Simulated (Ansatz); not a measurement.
**TbTi3: relaxing a made-up structure**

This structure for TbTi3 is made up. Its elements were placed in a known structure type with a cell scaled to their sizes. What cell does the guess relax to, and how far off was it?

Calculated with Ansatz 0.2.0; DFT, PBEsol, plane-wave PAW, default files, scalar-relativistic, ferromagnetic start, cell and ions relaxed at zero pressure, in the first sound run; inputs show where later runs differ.

In doubt: a part-filled 4f shell, where there is one, can sit in one of many states, so energies may not be the lowest and differences between runs may mislead; derivatives with an open 4f shell can jump between states, which bears on forces and vibrations.

## 1. Set-up

The structure is cubic, space group Pm-3m (No. 221). The conventional cell has a = 4.215 Å, b = 4.215 Å, c = 4.215 Å, α = 90.00°, β = 90.00°, γ = 90.00°. Nearest to Tb lie 12 Ti at 2.98 Å. Ti has 8 Ti at 2.98 Å and 4 Tb at 2.98 Å nearest. Farther neighbours are not listed.

## 2. Relaxing cell and atoms

The guess takes its coordinates from another compound and its volume from a rule, so the cell and any free coordinates are relaxed together.

input.yaml

```yaml
crystal:
  lattice:
    - [4.215, 0.0, 0.0]
    - [0.0, 4.215, 0.0]
    - [0.0, 0.0, 4.215]
  atoms:
    - { symbol: Tb, position: [0.0, 0.0, 0.0], spin: 6.0 }
    - { symbol: Ti, position: [0.5, 0.5, 0.0], spin: 1.0 }
    - { symbol: Ti, position: [0.5, 0.0, 0.5], spin: 1.0 }
    - { symbol: Ti, position: [0.0, 0.5, 0.5], spin: 1.0 }
magnetization:
  spin_polarized: true
kpoints:
  mp_grid: { grid: [6, 6, 6] }
scf:
  occupations: { method: fermi_dirac, width: 0.05 }
hamiltonian:
  xc: pbesol
  pseudopotentials: { kind: paw }
relax:
  f_tol: 0.015
  max_steps: 70
  cell: {}
output:
  forces: true
  stress: true
```

The run is started by

```console
$ ansatz run input.yaml --threads 4 --pin off --max-ram 10240MiB --backend cpu --events-out ev --progress --plain --runs-dir out
```

Numbers of over 12 decimals in the logs are rounded to 6 here.

The program printed:

```text
Engine: ansatz 0.2.0, x86_64-unknown-linux-gnu
Pseudopotentials: kind: paw
Pseudopotential: Tb, paw, valence charge 19, recommended cutoff 420 eV (normal), Tb.paw.azcp
Pseudopotential: Ti, paw, valence charge 12, recommended cutoff 420 eV (normal), Ti.paw.azcp
Functional definition: PBEsol
  exchange = pbesol_x
  correlation = pbesol_c
Crystal: 4 atoms, lattice volume = 74.885 Å³
Basis set: ecut = 420 eV, 1419 PW (Γ), exchange–correlation on 60×60×60 points (8 copies of the dense FFT grid, shifted against one another)
Bands: 39, of which v1, the nominal top of the filled ones, is band 28 counted from 1 (27 counted from 0)
Symmetry: 48 space group operations
Space group: Pm-3m (ITA 221), of the structure as read, at distance tolerance 4.2e-5 Å
Magnetic group: BNS 221.92 (UNI 1594), of the structure as read, at distance tolerance 4.2e-5 Å
k-points: 20 of 216
Non-local potential: Tb, projectors of the file, l = 0: 3, l = 1: 2, l = 2: 2, l = 3: 3
Non-local potential: Ti, projectors of the file, l = 0: 3, l = 1: 2, l = 2: 3, l = 3: 1
PAW form: soft (Blöchl's): semilocal exchange-correlation on the pseudo side does not see the compensation charge
PAW frozen core: Tb, regenerated for the run's functional, and the local potential with it (the file was generated under x = pbe(κ = 0.804, μ = 0.219515), c = pbe(β = 0.066725))
PAW frozen core: Ti, regenerated for the run's functional, and the local potential with it (the file was generated under x = pbe(κ = 0.804, μ = 0.219515), c = pbe(β = 0.066725))
PAW one-centre angular grid: Tb, 590 points (default); XC on 64 Gauss nodes
PAW one-centre angular grid: Ti, 590 points (default); XC on 64 Gauss nodes
Initial density: superposition of atomic densities (chi_scale 0.1, normalization cell)
Starting moments: Σ|m| = 9 μB on 4 of 4 sites
Initial wavefunctions: pseudopotential atomic-orbital guess
Functional: x = pbesol(κ = 0.804, μ = 0.123457), c = pbesol(β = 0.046)
SCF iter   1: F=—  HF=-17258.164519 eV  |F-HF|=—  |Δ(HF+E_count)|=         —  Δρ=4.97e-2 (↑4.97e-2 ↓3.51e-2)  dr2=3.30e0  dr2_m=4.70e-1  M=7.929 μB ∫|m|=7.929 μB  β_m=0.30  ethr=3.10e-3  ⟨swp⟩=5.4  Hψ=5688  notcnv=0
Mixer restart at iter 1: flushing history
preconditioner: auto → Kerker (q_TF=auto, 2.592 Å⁻¹)  [metal: Δε(μ)=0.027 eV  Ē_g=7.423 eV  σ=0.050 eV  W_gap=0.13  n_scr=26 (ndim 8)  ℏωp=23.1 eV  f_vac=0.000  D(μ)=9.87/eV (n_scr^D=146)]
spin=Collinear: Kerker preconditioning applied to the charge; magnetization (m = ρ↑ − ρ↓) channel mixes plain (no charge-response kernel on spin).
SCF iter   2: F=—  HF=-17257.460579 eV  |F-HF|=—  |Δ(HF+E_count)|=   7.04e-1  Δρ=3.07e-2 (↑3.07e-2 ↓2.69e-2)  dr2=1.13e0  dr2_m=3.02e-1  M=7.837 μB ∫|m|=7.837 μB  β_m=0.56  ethr=3.10e-3  ⟨swp⟩=2.5  Hψ=2761  notcnv=0  defer=38
SCF iter   3: F=—  HF=-17257.633689 eV  |F-HF|=—  |Δ(HF+E_count)|=   1.73e-1  Δρ=2.10e-2 (↑6.36e-3 ↓2.10e-2)  dr2=4.81e-1  dr2_m=8.03e-2  M=7.495 μB ∫|m|=7.495 μB  β_m=0.66  ethr=2.06e-3  ⟨swp⟩=2.5  Hψ=2676  notcnv=0  defer=38
SCF iter   4: F=—  HF=-17257.944358 eV  |F-HF|=—  |Δ(HF+E_count)|=   3.11e-1  Δρ=9.01e-3 (↑8.33e-3 ↓9.01e-3)  dr2=3.39e-2  dr2_m=4.75e-2  M=7.265 μB ∫|m|=7.265 μB  β_m=0.81  ethr=8.74e-4  ⟨swp⟩=3.1  Hψ=3580  notcnv=0  defer=25
SCF iter   5: F=—  HF=-17258.021992 eV  |F-HF|=—  |Δ(HF+E_count)|=         —  Δρ=7.44e-3 (↑7.44e-3 ↓6.40e-3)  dr2=4.80e-3  dr2_m=3.11e-2  M=6.542 μB ∫|m|=6.546 μB  β_m=0.81  ethr=6.16e-5  ⟨swp⟩=3.0  Hψ=3441  notcnv=0  defer=24
Mixer restart at iter 5: flushing history
SCF iter   6: F=—  HF=-17258.047274 eV  |F-HF|=—  |Δ(HF+E_count)|=   2.53e-2  Δρ=4.49e-3 (↑4.49e-3 ↓3.68e-3)  dr2=3.85e-3  dr2_m=1.07e-2  M=6.328 μB ∫|m|=6.364 μB  β_m=0.91  ethr=8.73e-6  ⟨swp⟩=2.1  Hψ=3011  notcnv=0  defer=22
SCF iter   7: F=—  HF=-17258.052073 eV  |F-HF|=—  |Δ(HF+E_count)|=   4.80e-3  Δρ=2.77e-3 (↑2.24e-3 ↓2.77e-3)  dr2=6.33e-3  dr2_m=2.77e-3  M=6.175 μB ∫|m|=6.298 μB  β_m=0.86  ethr=7.01e-6  ⟨swp⟩=2.4  Hψ=3205  notcnv=0  defer=20
SCF iter   8: F=—  HF=-17258.050162 eV  |F-HF|=—  |Δ(HF+E_count)|=   1.91e-3  Δρ=3.97e-4 (↑3.53e-4 ↓3.97e-4)  dr2=1.32e-4  dr2_m=7.84e-5  M=6.037 μB ∫|m|=6.325 μB  β_m=0.93  ethr=7.01e-6  ⟨swp⟩=2.1  Hψ=3042  notcnv=0  defer=18
SCF iter   9: F=—  HF=-17258.050467 eV  |F-HF|=—  |Δ(HF+E_count)|=   3.05e-4  Δρ=3.05e-4 (↑1.56e-4 ↓3.05e-4)  dr2=1.68e-4  dr2_m=1.58e-5  M=6.011 μB ∫|m|=6.333 μB  β_m=0.96  ethr=2.41e-7  ⟨swp⟩=2.1  Hψ=2716  notcnv=0  defer=16
SCF iter  10: F=—  HF=-17258.050473 eV  |F-HF|=—  |Δ(HF+E_count)|=   5.43e-6  Δρ=1.49e-4 (↑1.49e-4 ↓1.43e-4)  dr2=6.17e-5  dr2_m=2.64e-7  M=5.996 μB ∫|m|=6.338 μB  β_m=0.80  ethr=2.41e-7  ⟨swp⟩=2.1  Hψ=2571  notcnv=0  defer=16
SCF iter  11: F=—  HF=-17258.050486 eV  |F-HF|=—  |Δ(HF+E_count)|=   1.34e-5  Δρ=2.27e-5 (↑2.27e-5 ↓2.15e-5)  dr2=3.29e-7  dr2_m=2.63e-7  M=5.996 μB ∫|m|=6.338 μB  β_m=0.90  ethr=1.12e-7  ⟨swp⟩=2.0  Hψ=2528  notcnv=0  defer=16
SCF iter  12: F=—  HF=-17258.050487 eV  |F-HF|=—  |Δ(HF+E_count)|=   8.56e-7  Δρ=1.12e-5 (↑8.75e-6 ↓1.12e-5)  dr2=5.75e-8  dr2_m=4.95e-8  M=5.995 μB ∫|m|=6.337 μB  β_m=0.95  ethr=5.98e-10  ⟨swp⟩=2.0  Hψ=2788  notcnv=0  defer=16
SCF iter  13: F=—  HF=-17258.050487 eV  |F-HF|=—  |Δ(HF+E_count)|=   1.34e-7  Δρ=5.33e-6 (↑2.94e-6 ↓5.33e-6)  dr2=1.26e-8  dr2_m=9.22e-9  M=5.994 μB ∫|m|=6.338 μB  β_m=0.98  ethr=1.04e-10  ⟨swp⟩=2.0  Hψ=2608  notcnv=0  defer=16
SCF iter  14: F=—  HF=-17258.050487 eV  |F-HF|=—  |Δ(HF+E_count)|=   4.81e-8  Δρ=1.74e-6 (↑1.32e-6 ↓1.74e-6)  dr2=1.91e-9  dr2_m=1.15e-9  M=5.994 μB ∫|m|=6.337 μB  β_m=0.99  ethr=2.30e-11  ⟨swp⟩=2.1  Hψ=2688  notcnv=0  defer=16
SCF iter  15: F=-17258.050487 eV  HF=-17258.050487 eV  |F-HF|=8.02e-8  |Δ(HF+E_count)|=   6.43e-9  Δρ=1.00e-5 (↑1.17e-6 ↓1.00e-5)  dr2=7.91e-8  dr2_m=1.74e-8  M=5.994 μB ∫|m|=6.337 μB  ethr=3.47e-12  ⟨swp⟩=2.0  Hψ=5278  notcnv=0
SCF 1 converged in 15 iterations: F = -17258.050487 eV  dr2 = 7.91e-8
  greatest PAW one-centre occupation: 0.999 electrons in one spin orbital (limit 2), on the Ti atom at site 3 (counted from 0), in its partial waves of l = 0
relax step   1: F+E_penalty+E_count = -17258.05048704 eV  Δ(F+E_penalty+E_count) = +0.000e0 eV  max|allowed force component| = 1.512e-28 eV/Å  Δτ_max = 0.0000 Å  P = +0.514 GPa  Ω = 74.885 Å³  (15 SCF iters, dr2 threshold 1.00e-7 eV, accepted)
Crystal: 4 atoms, lattice volume = 75.761 Å³
Initial density: handed on by an earlier stage of this run
Starting moments: Σ|m| = 9 μB on 4 of 4 sites; this step starts from the density that it was given
Initial wavefunctions: those handed on with the density
[...]
SCF iter   4: F=—  HF=-17258.051102 eV  |F-HF|=—  |Δ(HF+E_count)|=   1.49e-5  Δρ=6.99e-5 (↑6.99e-5 ↓6.30e-5)  dr2=1.05e-6  dr2_m=2.57e-6  M=5.998 μB ∫|m|=6.338 μB  β_m=0.69  ethr=6.51e-8  ⟨swp⟩=2.0  Hψ=2403  notcnv=0
SCF iter   5: F=—  HF=-17258.051103 eV  |F-HF|=—  |Δ(HF+E_count)|=   1.85e-6  Δρ=4.17e-5 (↑3.27e-5 ↓4.17e-5)  dr2=3.29e-7  dr2_m=8.39e-7  M=5.996 μB ∫|m|=6.339 μB  β_m=0.84  ethr=1.90e-9  ⟨swp⟩=2.5  Hψ=3043  notcnv=0
SCF iter   6: F=—  HF=-17258.051105 eV  |F-HF|=—  |Δ(HF+E_count)|=   1.57e-6  Δρ=2.25e-5 (↑1.80e-5 ↓2.25e-5)  dr2=2.71e-7  dr2_m=2.22e-7  M=5.993 μB ∫|m|=6.339 μB  β_m=0.92  ethr=5.99e-10  ⟨swp⟩=2.0  Hψ=2656  notcnv=0
SCF iter   7: F=—  HF=-17258.051106 eV  |F-HF|=—  |Δ(HF+E_count)|=   7.62e-7  Δρ=7.69e-6 (↑5.03e-6 ↓7.69e-6)  dr2=6.38e-8  dr2_m=1.87e-8  M=5.992 μB ∫|m|=6.339 μB  β_m=0.96  ethr=4.93e-10  ⟨swp⟩=2.4  Hψ=2713  notcnv=0
SCF iter   8: F=—  HF=-17258.051106 eV  |F-HF|=—  |Δ(HF+E_count)|=   7.20e-8  Δρ=1.92e-6 (↑1.33e-6 ↓1.92e-6)  dr2=7.58e-9  dr2_m=2.51e-10  M=5.991 μB ∫|m|=6.339 μB  β_m=0.96  ethr=1.16e-10  ⟨swp⟩=2.0  Hψ=2658  notcnv=0
SCF iter   9: F=—  HF=-17258.051106 eV  |F-HF|=—  |Δ(HF+E_count)|=   2.54e-9  Δρ=1.14e-6 (↑4.90e-7 ↓1.14e-6)  dr2=1.22e-9  dr2_m=2.78e-10  M=5.991 μB ∫|m|=6.339 μB  β_m=0.98  ethr=1.38e-11  ⟨swp⟩=2.9  Hψ=2832  notcnv=0
SCF iter  10: F=-17258.051106 eV  HF=-17258.051106 eV  |F-HF|=2.62e-8  |Δ(HF+E_count)|=   2.73e-9  Δρ=5.80e-6 (↑4.97e-7 ↓5.80e-6)  dr2=2.58e-8  dr2_m=5.86e-9  M=5.991 μB ∫|m|=6.339 μB  ethr=2.21e-12  ⟨swp⟩=1.2  Hψ=4449  notcnv=0
SCF 3 converged in 10 iterations: F = -17258.051106 eV  dr2 = 2.58e-8
relax step   3: F+E_penalty+E_count = -17258.05110584 eV  Δ(F+E_penalty+E_count) = -7.331e-4 eV  max|allowed force component| = 1.841e-30 eV/Å  Δτ_max = 0.0000 Å  P = -0.003 GPa  Ω = 75.336 Å³  energy of the carried Pulay correction = -9.706e-5 eV  (10 SCF iters, dr2 threshold 4.00e-7 eV, accepted)
Initial wavefunctions: pseudopotential atomic-orbital guess (no wavefunctions were taken with the density)
iter 1 solved again at ethr=2.40e-8 eV; its pass at ethr=3.10e-3 eV (dr2=1.32e-5 eV) is discarded
SCF iter   1: F=—  HF=-17258.051193 eV  |F-HF|=—  |Δ(HF+E_count)|=         —  Δρ=6.40e-6 (↑2.22e-6 ↓6.40e-6)  dr2=4.97e-9  dr2_m=1.02e-8  M=5.991 μB ∫|m|=6.339 μB  β_m=0.65  ethr=2.40e-8  ⟨swp⟩=4.3  Hψ=11046  notcnv=0
preconditioner: auto → Kerker (q_TF=auto, 2.589 Å⁻¹)  [metal: Δε(μ)=0.013 eV  Ē_g=7.310 eV  σ=0.050 eV  W_gap=0.07  n_scr=26 (ndim 8)  ℏωp=23.0 eV  f_vac=0.000  D(μ)=11.34/eV (n_scr^D=178)]
spin=Collinear: Kerker preconditioning applied to the charge; magnetization (m = ρ↑ − ρ↓) channel mixes plain (no charge-response kernel on spin).
SCF iter   2: F=—  HF=-17258.051195 eV  |F-HF|=—  |Δ(HF+E_count)|=   1.51e-6  Δρ=2.29e-6 (↑8.11e-7 ↓2.29e-6)  dr2=5.10e-10  dr2_m=1.29e-9  M=5.991 μB ∫|m|=6.339 μB  β_m=0.63  ethr=9.03e-12  ⟨swp⟩=3.1  Hψ=3740  notcnv=0
SCF iter   3: F=—  HF=-17258.051195 eV  |F-HF|=—  |Δ(HF+E_count)|=   3.20e-9  Δρ=3.84e-7 (↑2.19e-7 ↓3.84e-7)  dr2=8.60e-11  dr2_m=3.89e-11  M=5.991 μB ∫|m|=6.339 μB  β_m=0.67  ethr=1.00e-12  ⟨swp⟩=2.0  Hψ=2680  notcnv=0
SCF iter   4: F=—  HF=-17258.051195 eV  |F-HF|=—  |Δ(HF+E_count)|=  2.98e-10  Δρ=4.41e-7 (↑1.39e-7 ↓4.41e-7)  dr2=3.33e-10  dr2_m=2.00e-11  M=5.991 μB ∫|m|=6.339 μB  β_m=0.77  ethr=1.00e-12  ⟨swp⟩=2.0  Hψ=2154  notcnv=0
SCF iter   5: F=—  HF=-17258.051195 eV  |F-HF|=—  |Δ(HF+E_count)|=  2.47e-10  Δρ=2.07e-7 (↑7.56e-8 ↓2.07e-7)  dr2=4.92e-11  dr2_m=1.13e-11  M=5.991 μB ∫|m|=6.339 μB  β_m=0.88  ethr=1.00e-12  ⟨swp⟩=2.0  Hψ=2164  notcnv=0
SCF iter   6: F=—  HF=-17258.051195 eV  |F-HF|=—  |Δ(HF+E_count)|=  2.18e-11  Δρ=9.14e-8 (↑9.14e-8 ↓4.40e-8)  dr2=1.74e-11  dr2_m=7.75e-13  M=5.991 μB ∫|m|=6.339 μB  β_m=0.94  ethr=1.00e-12  ⟨swp⟩=2.0  Hψ=2117  notcnv=0
SCF iter   7: F=—  HF=-17258.051195 eV  |F-HF|=—  |Δ(HF+E_count)|=  5.82e-11  Δρ=1.74e-7 (↑4.84e-8 ↓1.74e-7)  dr2=4.60e-11  dr2_m=3.97e-12  M=5.991 μB ∫|m|=6.339 μB  β_m=0.97  ethr=1.00e-12  ⟨swp⟩=1.1  Hψ=1571  notcnv=0
SCF iter   8: F=—  HF=-17258.051195 eV  |F-HF|=—  |Δ(HF+E_count)|=  7.28e-12  Δρ=1.13e-8 (↑7.60e-9 ↓1.13e-8)  dr2=1.61e-13  dr2_m=3.83e-14  M=5.991 μB ∫|m|=6.339 μB  β_m=0.99  ethr=1.00e-12  ⟨swp⟩=1.0  Hψ=1560  notcnv=0
SCF iter   9: F=—  HF=-17258.051195 eV  |F-HF|=—  |Δ(HF+E_count)|=    0.00e0  Δρ=3.15e-9 (↑3.15e-9 ↓2.96e-9)  dr2=5.89e-15  dr2_m=4.90e-15  M=5.991 μB ∫|m|=6.339 μB  β_m=0.99  ethr=1.00e-12  ⟨swp⟩=2.1  Hψ=4202  notcnv=0
SCF iter  10: F=-17258.051195 eV  HF=-17258.051195 eV  |F-HF|=0.00e0  |Δ(HF+E_count)|=  7.28e-12  Δρ=1.75e-8 (↑1.51e-9 ↓1.75e-8)  dr2=2.58e-13  dr2_m=5.46e-14  M=5.991 μB ∫|m|=6.339 μB  ethr=1.00e-12  ⟨swp⟩=1.0  Hψ=3280  notcnv=0
SCF 4 converged in 10 iterations: F = -17258.051195 eV  dr2 = 2.58e-13
relax step   4: F+E_penalty+E_count = -17258.05119490 eV  Δ(F+E_penalty+E_count) = -8.906e-5 eV  max|allowed force component| = 1.445e-29 eV/Å  Δτ_max = 0.0000 Å  P = -0.002 GPa  Ω = 75.336 Å³  stress off target by 2.39e-3 GPa  SCF on the basis re-selected at this cell (its energy is not comparable with the rows above)  (10 SCF iters)
basis re-selected at this cell: Δ(F+E_penalty+E_count) = -8.906e-5 eV, ΔP = +0.001 GPa vs the last step (what re-selecting the basis moved, of the pressure what is left beyond the Pulay correction that the steps carried, after the strain that the cell walked since its last selection, with what the two solves' SCF thresholds leave and, on support functions, any second-order correction that the steps lacked; it is no m [...]
SCF converged after 10 iterations
Magnetization: 5.9910 μB (30.4955 up, 24.5045 down)
Absolute magnetization: 6.3504 μB (∫|ρ↑−ρ↓|, with the PAW one-centre terms)
Spin contamination: 0.4702 ħ² per cell (⟨S²⟩ above its minimum at these occupations)
Per-site moments (μB) at R_I (Å): [(6.044728, 1.231902), (-0.041190, 1.231902), (-0.041190, 1.231902), (-0.041190, 1.231902)]
Free energy (F): -17258.051195 eV
Harris-Foulkes:  -17258.051195 eV  (|F-HF|=0.00e0)
Internal energy: -17257.956651 eV  (E = F + TS)
E sigma→0 (E₀):  -17258.003923 eV
Entropy (-TS):   -0.094544 eV (-23.636 meV/atom)
Fermi energy:    14.527044 eV
--- Per-component energies (eV) ---
  E_band       = -403.847615
  E_kinetic    = 1183.574799
  E_local      = -4929.172816  (includes V_loc(G=0)·N_el)
  E_nonlocal   = 681.676271
  E_hartree    = 2010.309617
  E_xc         = -482.981241
  E_vxc        = -575.513776  (∫ρ·V_xc dr)
  E_paw        = -9670.462371  (= ΣΔE_a)
  E_vpaw       = -785.031647  (= ΣTr[D̂ρ^β])
  E_aug_tail   = 0.000342  (compensation charges beyond the density's cutoff)
  E_ewald      = -6052.057540
  E_core_change = 1.156289  (= ΣΔE_core)
  E_smearing   = -0.094544  (= −TS)
  E_closure    = 0.000000  (closes the sum)
  Σ components = -17258.051195   (vs F -17258.051195, Δ=0.00e0)
--- Forces (eV/Å), atoms counted from 1 ---
  atom   1  Tb    -0.00000000    -0.00000000     0.00000000
  atom   2  Ti     0.00000000    -0.00000000    -0.00000000
  atom   3  Ti    -0.00000000    -0.00000000     0.00000000
  atom   4  Ti     0.00000000    -0.00000000    -0.00000000
  max |Σ_I F_I| component: 1.37e-29 eV/Å
--- Stress (GPa, compression-positive) ---
       -0.002388       0.000000      -0.000000
        0.000000      -0.002388      -0.000000
       -0.000000      -0.000000      -0.002388
  P = ⅓ Tr σ = -0.0024 GPa (-0.024 kbar)
--- Relaxed structure (3 steps of the walk, 3 accepted, 1 SCFs on fresh bases) ---
  F+E_penalty+E_count = -17258.05119490 eV   max|allowed force component| = 1.445e-29 eV/Å   (the final SCF, on the basis selected at the relaxed cell)
  cell:  # Å, volume = 75.3359 Å³
    - [4.223449, 0, 0]
    - [0, 4.223449, 0.0]
    - [0, 0.0, 4.223449]
  atoms:
    - { symbol: Tb, position: [0, 0, 0] }
    - { symbol: Ti, position: [0.5, 0.5, 0] }
    - { symbol: Ti, position: [0.5, 0, 0.5] }
    - { symbol: Ti, position: [0, 0.5, 0.5] }
```

It took 19 s on 4 threads of Intel Xeon Platinum 8375C at 2.90GHz (Ice Lake), shared host; peak memory 0.55 GiB; 62 s of CPU time.

The steps of the relaxation:

| step | energy less that of the first step (eV) | largest force component (eV/Å) | pressure (GPa) | volume (Å³) |
| --- | --- | --- | --- | --- |
| 1 | 0.0000 | 0.0000 | 0.51 | 74.88 |
| 2 | 0.0001 | 0.0000 | -0.48 | 75.76 |
| 3 | -0.0006 | 0.0000 | 0.00 | 75.34 |
| 4* | -0.0007 | 0.0000 | 0.00 | 75.34 |

Relaxation steps marked * repeat the geometry before them on a plane-wave basis chosen anew for their cell, so energy and pressure can jump there.

The run keeps the 48 symmetry operations that it works with, so distortions that break them were not tested.

| conventional cell, symmetrised | before | after | change |
| --- | --- | --- | --- |
| a (Å) | 4.215 | 4.223 | +0.2 % |
| b (Å) | 4.215 | 4.223 | +0.2 % |
| c (Å) | 4.215 | 4.223 | +0.2 % |
| volume (Å³/atom) | 18.72 | 18.83 | +0.6 % |

Final coordinates:

```cif
data_structure
_symmetry_space_group_name_H-M 'P 1'
_symmetry_Int_Tables_number 1
_cell_length_a 4.2234
_cell_length_b 4.2234
_cell_length_c 4.2234
_cell_angle_alpha 90.000
_cell_angle_beta 90.000
_cell_angle_gamma 90.000
_cell_volume 75.34
loop_
_atom_site_label
_atom_site_type_symbol
_atom_site_fract_x
_atom_site_fract_y
_atom_site_fract_z
_atom_site_occupancy
Tb1 Tb 0.00000 0.00000 0.00000 1
Ti2 Ti 0.50000 0.50000 0.00000 1
Ti3 Ti 0.50000 0.00000 0.50000 1
Ti4 Ti 0.00000 0.50000 0.50000 1
```

This step gave:

| Property | Result |
| --- | --- |
| free energy | -17258.0512 eV |
| energy at zero smearing | -17258.0039 eV |
| smearing term TS | 0.09454 eV |
| Fermi energy | 14.53 eV |
| magnetization | 5.991 μB |
| absolute magnetization | 6.350 μB |
| site moments | 6.045, -0.04119, -0.04119, -0.04119 μB |
| electrons | 55 |
| symmetry operations | 48 |
| pressure | -0.002388 GPa |

Site moment by atom:

| atom | site moment (μB) |
| --- | --- |
| Tb1 | 6.04 |
| Ti2 | -0.04 |
| Ti3 | -0.04 |
| Ti4 | -0.04 |

The shortest distance of each pair, which need not be the same contact before and after:

| pair | guess (Å) | relaxed (Å) |
| --- | --- | --- |
| Tb–Ti | 2.980 | 2.986 |
| Ti–Ti | 2.980 | 2.986 |
| Tb–Tb | 4.215 | 4.223 |

The cell grew by 0.6 % in volume.

(Part 1 of 2 ends here.)

[Logs are printed without paths, hosts, clocks, repeated set-up lines and the standing remarks that a program may print on its own settings, such as how far it seeks lower states.]

[Hosts, paths, dates, database ids (printed as entryN), source tags and the programs' standing remarks are cut or masked in the printed files.]
